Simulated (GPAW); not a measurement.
# Ballistic transport through H2 in line between two Sn chains, cheap and dear, part 2 of 2

How well does H2 in line between two Sn chains conduct at low bias, and how far do basis and functional move the answer?

GPAW 26.7.0; GPAW LCAO, PAW setups; Landauer transmission from Green's functions with principal layers (ASE), zero bias.

So far, transmission at the Fermi level (one spin): step 2 (double-zeta polarised basis, PBE, GPAW) 2.02; step 3 (basis szp(dzp), PBE, GPAW) 2.02; step 4 (basis sz(dzp), PBE, GPAW) 1.88; step 5 (LDA) 2.09.

## (7) The levels side by side (continued)

Table of transmission, zone mean, sum over the listed spins by energy, zero at the Fermi level:

```
energy (eV)    dzp    szp     sz  dzp-LDA
    -2.0000  0.997  0.999  0.999    0.997
    -1.7500  0.999  0.999  0.998    0.999
    -1.5000  0.999  0.997  0.997    0.999
    -1.2500  0.999  0.996  0.996    0.999
    -1.0000  0.999  0.994  0.996    0.998
    -0.7500   1.14   1.09   1.21     1.12
    -0.5000   1.53   1.52   1.46     1.57
    -0.2500   1.88   1.87   1.76     1.93
    -0.0500   2.03   2.03   1.89     2.10
     0.0000   2.02   2.02   1.88     2.09
     0.2500   1.83   1.82   1.68     1.89
     0.5000   1.62   1.61   1.48     1.67
     0.7500   1.52   1.49   1.38     1.56
     1.0000   1.49   1.45   1.33     1.52
     1.2500   1.48   1.43   1.32     1.50
     1.5000   1.47   1.42   1.31     1.49
     1.7500   1.45   1.40   1.30     1.46
     2.0000   1.41   1.36   1.28     1.41
```

## (8) Density threshold 1e-06, mixing 0.25, mixing history 3

The Hamiltonian is taken from the last density. The density threshold is one of the tests that end the cycle; the energy must settle too, so a loose value may not be the test that decides. Mixing changes the road to self-consistency, not its end. The mixing history changes the road to self-consistency, not its end. The real-space grid carries density and potential; a coarse one breaks translation symmetry along the lead and scatters electrons that should pass.

This step: GPAW LCAO, PAW setups; Landauer transmission from Green's functions with principal layers (ASE), zero bias (GPAW 26.7.0).

The input, run.py:

```python
import json
import numpy as np
from ase import Atoms
from ase.transport.calculators import TransportCalculator
from gpaw import GPAW, FermiDirac
from gpaw.lcao.tools import get_lcao_hamiltonian
from scipy.linalg import eigh

# The junction with lead layers at both ends, along the third cell vector
device = Atoms(
    ['Sn', 'Sn', 'Sn', 'Sn', 'Sn', 'H', 'H', 'Sn', 'Sn', 'Sn', 'Sn', 'Sn'],
    positions=[
        [4.50000, 4.50000, 1.37500],
        [4.50000, 4.50000, 4.12500],
        [4.50000, 4.50000, 6.87500],
        [4.50000, 4.50000, 9.62500],
        [4.50000, 4.50000, 12.37500],
        [4.50000, 4.50000, 13.98840],
        [4.50000, 4.50000, 14.83840],
        [4.50000, 4.50000, 16.45180],
        [4.50000, 4.50000, 19.20180],
        [4.50000, 4.50000, 21.95180],
        [4.50000, 4.50000, 24.70180],
        [4.50000, 4.50000, 27.45180]],
    cell=[[9.0, 0.0, 0.0], [0.0, 9.0, 0.0], [0.0, 0.0, 28.8268]],
    pbc=True)

# One principal layer of the lead: the first 3 atoms of the device
lead = Atoms(
    ['Sn', 'Sn', 'Sn'],
    positions=[
        [4.50000, 4.50000, 1.37500],
        [4.50000, 4.50000, 4.12500],
        [4.50000, 4.50000, 6.87500]],
    cell=[[9.0, 0.0, 0.0], [0.0, 9.0, 0.0], [0.0, 0.0, 8.25]],
    pbc=True)

settings = dict(mode='lcao', basis='dzp', xc='PBE', h=0.25,
                occupations=FermiDirac(0.1), maxiter=250,
                mixer=dict(beta=0.25, nmaxold=3, weight=100.0),
                convergence=dict(density=1e-06))
energies = np.arange(-2, 2 + 1e-9, 0.05)
eta = 0.0001
n1, n2 = 1, 1
# k and -k transmit alike, so half of the mesh across the current serves
mesh = [(i, j) for i in range(n1) for j in range(n2) if (i, j) <= (-i % n1, -j % n2)]
weights = np.array([1 if (i, j) == (-i % n1, -j % n2) else 2 for i, j in mesh]) / (n1 * n2)

# [... helper functions left out ...]
fermi_lead = ground_state(lead, (1, 1, 14), 'lead.txt')
fermi_device = ground_state(device, (1, 1, 3), 'device.txt')
# [... loop over the mesh left out, but for ...]
        # Shift the lead onto the potential of the device's first layer
        shift = ((H[:, 0, 0] - H0[:, 0, 0]) / S0[0, 0]).real.mean()
# [...]
kT = 8.617333e-5 * 77
bias = [0.1, 0.2, 0.5, 1.0, 1.5, 2.0]
# [... integrals and printing left out ...]
```

Command:

```
> OMP_NUM_THREADS=1 OPENBLAS_NUM_THREADS=1 python run.py
```

Elapsed: 42 s, on 1 thread of AMD EPYC 9R45, shared host; peak memory 0.53 GiB.

The run finished with changed settings (conv = 1e-06, beta = 0.25, nmaxold = 3 and h = 0.25); it serves as a test.

The two runs compared:

```
                                           quantity   this run  sound run  difference
                                   conductance (G₀)     2.0234     2.0230      4.3e-4
largest coupling past the next principal layer (eV)   3.838e-7   3.838e-7     2.4e-11
   largest misfit of the first principal layer (eV)   0.071821   0.071710      1.1e-4
                    shift that aligns the lead (eV)  -0.017378  -0.017410      3.2e-5
         transmission at the Fermi level (one spin)     2.0249     2.0244      4.3e-4
```

## (9) Mixing 0.15, functional BLYP

Mixing changes the road to self-consistency, not its end. The mixing history changes the road to self-consistency, not its end. The functional moves levels against the Fermi level. The broadening keeps the Green's functions finite; too large a value absorbs electrons where channels are open and leaks them where none are.

Edit run.py of step 8 so:

```diff
@@ -37,8 +37,8 @@
 
-settings = dict(mode='lcao', basis='dzp', xc='PBE', h=0.25,
+settings = dict(mode='lcao', basis='dzp', xc='BLYP', h=0.2,
                 occupations=FermiDirac(0.1), maxiter=250,
-                mixer=dict(beta=0.25, nmaxold=3, weight=100.0),
-                convergence=dict(density=1e-06))
+                mixer=dict(beta=0.15, nmaxold=3, weight=100.0),
+                convergence=dict(density=0.0001))
 energies = np.arange(-2, 2 + 1e-9, 0.05)
-eta = 0.0001
+eta = 0.01
 n1, n2 = 1, 1
```

It took 0.48 s on 1 thread; peak memory 0.1 GiB.

The program refused the input before any cycle.

The program's message: “FileNotFoundError: Could not find required PAW dataset file "Sn.BLYP".”

## (10) Summary of results

| Item | Value |
| --- | --- |
| conductance | 2.02 G₀ |
| transmission at the Fermi level, mean of the spins | 2.02 |
| thermopower | about 0 (under 1.5 μV/K) |

In the dzp basis the junction conducts 2.02 G₀ at 77 K, with T = 2.02 a spin at the Fermi level; the sz basis reaches that conductance within 10 %. At the Fermi level the three most open eigenchannels pass 1.00, 0.51 and 0.51. Measured against the first run (dzp), the nearest curve is that of szp (r.m.s. 0.028) and the farthest that of sz (0.12). Over the compared runs wall time goes from 17 s (sz) to 26 s (dzp), on a shared host. The geometry was built from estimated bond lengths and not relaxed, so the numbers describe this model structure. Spin-orbit coupling is left out, which matters for the heavy atoms here. An evenly spaced straight chain is an idealisation: free chains tend to dimerise, zigzag or, where a band edge lies near the Fermi level, turn magnetic. The currents use the zero-bias T(E) throughout, which holds only while the bias is small against the distance to the nearest feature. The energy step is wider than the thermal energy, so the conductance and thermopower rest on interpolation of T(E).

[Logs are printed without paths, hosts, clocks, repeated set-up lines and the standing remarks that a program may print on its own settings, such as how far it seeks lower states.]

[Hosts, paths, dates, database ids (printed as entryN), source tags and the programs' standing remarks are cut or masked in the printed files.]
